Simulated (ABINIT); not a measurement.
## NaCl (Fm-3m): G0W0 in ABINIT against the bands in the self-energy

Aim: move the bands in the self-energy of a G0W0 run on NaCl (Fm-3m) over a wide range.

Program: ABINIT 10.8.3. Level of theory: PBE and many-body steps on it, plane waves. Results are calculated unless marked as measured.

Report form: the programs' logs are mostly left out.

The database entry behind the starting cell differs from later determinations by our own check (an axis about 0.4 % short against later determinations), so it need not match the best structure at ambient conditions.

## 1. Starting point

The structure is cubic, space group Fm-3m (No. 225). The conventional cell has a = 5.620 Å, b = 5.620 Å, c = 5.620 Å, α = 90.00°, β = 90.00°, γ = 90.00°. Nearest to Na lie 6 Cl at 2.81 Å. Nearest to Cl lie 6 Na at 2.81 Å. Farther neighbours and most contacts between anions are not listed.

The cell and positions come from the Crystallography Open Database and are kept as given unless a step says otherwise.

## 2. Screening, 4×4×4 mesh, 293 bands, screening to 272.1 eV

This step: ABINIT 10.8.3; RPA screening on PBE, plane waves, norm-conserving pseudopotentials.

The RPA dielectric matrix is built and inverted for each q.

Input file run.abi:

```
acell 3*1.0 Angstrom
rprim 
  0.000000000000 2.810000000000 2.810000000000
  2.810000000000 0.000000000000 2.810000000000
  2.810000000000 2.810000000000 0.000000000000
ntypat 2
znucl 11 17
natom 2
typat 1 2
xred 
  0.000000000000 0.000000000000 0.000000000000
  0.500000000000 0.500000000000 0.500000000000
pp_dirpath "pseudos"
pseudos "Na.upf, Cl.upf"
ecut 38
ngkpt 4 4 4
nshiftk 1
shiftk 0 0 0
kptopt 1
chksymbreak 0
istwfk *1
occopt 1
irdwfk 1
optdriver 3
nband 293
ecuteps 10
inclvkb 2
awtr 1
symchi 1
indata_prefix "in"
outdata_prefix "out"
tmpdata_prefix "tmp"
```

On the command line:

```
> OMP_NUM_THREADS=1 mpirun -n 4 abinit run.abi > log
```

Run time: 1.8 min. Hardware: 4 MPI ranks of Arm Neoverse V1, shared host; peak memory 1.8 GiB.

This step gave:

```yaml
eps_infinity_with_local_fields_on_this_mesh_along_the_program_s_q_direction: 2.385
the_same_without_local_fields: 2.801
plasma_frequency: 22.30 eV
plane_waves_in_the_screening_matrix: 459
```

Local fields lower ε∞ by 15 %. On a Γ-centred mesh this coarse the value itself is usually too large, while a short band sum pulls it down.

## 3. 16 bands

This step: G0W0 on PBE, plane waves, norm-conserving pseudopotentials.

run.abi, as its differences from that of step 2:

```diff
@@ -23,8 +23,15 @@
 irdwfk 1
-optdriver 3
-nband 293
+optdriver 4
+nband 16
+gwcalctyp 0
+ecutsigx 38
+symsigma 1
+nkptgw 1
+kptgw 
+  0.0000000000 0.0000000000 0.0000000000
+bdgw 
+  6 12
 ecuteps 10
-inclvkb 2
-awtr 1
-symchi 1
+irdscr 1
+ppmodel 1
 indata_prefix "in"
```

Elapsed: 5 s, on 4 MPI ranks; peak memory 0.9 GiB.

This step gave:

```
G0W0 gap on the points computed              : 7.618 eV
starting gap on the mesh                     : 5.150 eV
k of the valence top                         : 0, 0, 0
k of the conduction bottom                   : 0, 0, 0
Z at the valence top                         : 0.824
Z at the conduction bottom                   : 0.874
least direct G0W0 gap on the computed points : 7.618 eV
```

## 4. 17 bands

run.abi, as its differences from that of step 3:

```diff
@@ -24,3 +24,3 @@
 optdriver 4
-nband 16
+nband 17
 gwcalctyp 0
```

The job ended after 5.5 s (4 MPI ranks; peak memory 0.9 GiB).

Numbers from this step:

- G0W0 gap on the points computed: 7.622 eV
- starting gap on the mesh: 5.150 eV
- k of the valence top: 0, 0, 0
- k of the conduction bottom: 0, 0, 0
- Z at the valence top: 0.823
- Z at the conduction bottom: 0.873
- least direct G0W0 gap on the computed points: 7.622 eV

## 5. 33 bands

run.abi, as its differences from that of step 4:

```diff
@@ -24,3 +24,3 @@
 optdriver 4
-nband 17
+nband 33
 gwcalctyp 0
```

The job ended after 7.7 s (4 MPI ranks; peak memory 0.93 GiB; 31 s of CPU time).

This step gave:

```
G0W0 gap on the points computed              : 7.861 eV
starting gap on the mesh                     : 5.150 eV
k of the valence top                         : 0, 0, 0
k of the conduction bottom                   : 0, 0, 0
Z at the valence top                         : 0.814
Z at the conduction bottom                   : 0.866
least direct G0W0 gap on the computed points : 7.861 eV
```

## 6. 80 bands

The self-energy is evaluated for the states that the input lists, and the levels follow from it, in one-shot runs by the linearised quasiparticle equation.

run.abi, as its differences from that of step 5:

```diff
@@ -24,3 +24,3 @@
 optdriver 4
-nband 33
+nband 80
 gwcalctyp 0
```

It took 14 s on 4 MPI ranks; peak memory 1.1 GiB; 54 s of CPU time.

Numbers from this step:

```
G0W0 gap on the points computed              : 8.026 eV
starting gap on the mesh                     : 5.150 eV
k of the valence top                         : 0, 0, 0
k of the conduction bottom                   : 0, 0, 0
least direct G0W0 gap on the computed points : 8.026 eV
```

The gap on the mesh goes from 5.15 eV to 8.03 eV, a correction of +2.88 eV.

## 7. 174 bands

run.abi, as its differences from that of step 6:

```diff
@@ -24,3 +24,3 @@
 optdriver 4
-nband 80
+nband 174
 gwcalctyp 0
```

The job ended after 27 s (4 MPI ranks; peak memory 1.5 GiB).

This step gave:

- G0W0 gap on the points computed: 8.125 eV
- starting gap on the mesh: 5.150 eV
- k of the valence top: 0, 0, 0
- k of the conduction bottom: 0, 0, 0
- least direct G0W0 gap on the computed points: 8.125 eV

Against the run before, the gap moves by +0.099 eV.

## 8. 293 bands

run.abi, as its differences from that of step 7:

```diff
@@ -24,3 +24,3 @@
 optdriver 4
-nband 174
+nband 293
 gwcalctyp 0
```

Elapsed: 43 s, on 4 MPI ranks; peak memory 2.1 GiB; 2.9 min of CPU time.

Numbers from this step:

| Quantity | Value |
| --- | --- |
| G0W0 gap on the points computed | 8.159 eV |
| starting gap on the mesh | 5.150 eV |
| k of the valence top | 0, 0, 0 |
| k of the conduction bottom | 0, 0, 0 |
| least direct G0W0 gap on the computed points | 8.159 eV |

Against the run before, the gap moves by +0.034 eV.

## 9. Side by side

Times are wall times on 4 MPI ranks of Arm Neoverse V1, shared host, good to a factor of about two. A run's time includes the screening step that it read.

```tsv
run	mesh	bands	screening cutoff (eV)	DFT gap (eV)	gap on the mesh (eV)	direct (eV)	ε∞ used	time
16 bands	4×4×4	16	272.1	5.150	7.618	7.618	2.38	1.9 min
17 bands	4×4×4	17	272.1	5.150	7.622	7.622	2.38	1.9 min
33 bands	4×4×4	33	272.1	5.150	7.861	7.861	2.38	1.9 min
80 bands	4×4×4	80	272.1	5.150	8.026	8.026	2.38	2 min
174 bands	4×4×4	174	272.1	5.150	8.125	8.125	2.38	2.3 min
293 bands	4×4×4	293	272.1	5.150	8.159	8.159	2.38	2.5 min
```

## 10. Outcome

- 16 bands: 7.618 eV
- 17 bands: 7.622 eV
- 33 bands: 7.861 eV
- 80 bands: 8.026 eV
- 174 bands: 8.125 eV
- 293 bands: 8.159 eV
- known limits: not at the basis limit; coarse k mesh

**Reading.** The setting moved: bands in the self-energy. From 16 bands to 293 bands the gap moves by +0.54 eV. The last step still moves it by +0.034 eV. Bands and screening cutoff are coupled, so a series along one setting does not show full convergence. Bands and cutoff are finite, so the gap is not at the basis limit. The miss can reach some tenths of an eV and take either sign; the mesh is an error of its own. In the G0W0 runs levels were corrected at 1 k point alone, so a gap called «on the mesh» is the least over those, and an edge elsewhere would be missed. The 4×4×4 mesh is coarse for this cell, which bears on the long-range parts of exchange and screening.

[Paths, hosts, dates, memory and timing lines, banners, echoed tables and standing remarks are left out of the program output.]

[Logs are printed without paths, hosts, clocks, repeated set-up lines and the standing remarks that a program may print on its own settings, such as how far it seeks lower states.]

[Runs of the session that timed out or met a known fault of the program may be left out.]

[Hosts, paths, dates, database ids (printed as entryN), source tags and the programs' standing remarks are cut or masked in the printed files.]

[G0W0 gaps are taken among the corrected bands and points alone; a level outside them can change the order at an edge.]

[Where Ansatz stands beside ABINIT at settings called matched, ABINIT's density can come from a denser mesh and the files from another edition; pairs whose starting gaps differed by over 0.03 eV were left out, so agreement reads better than it is.]
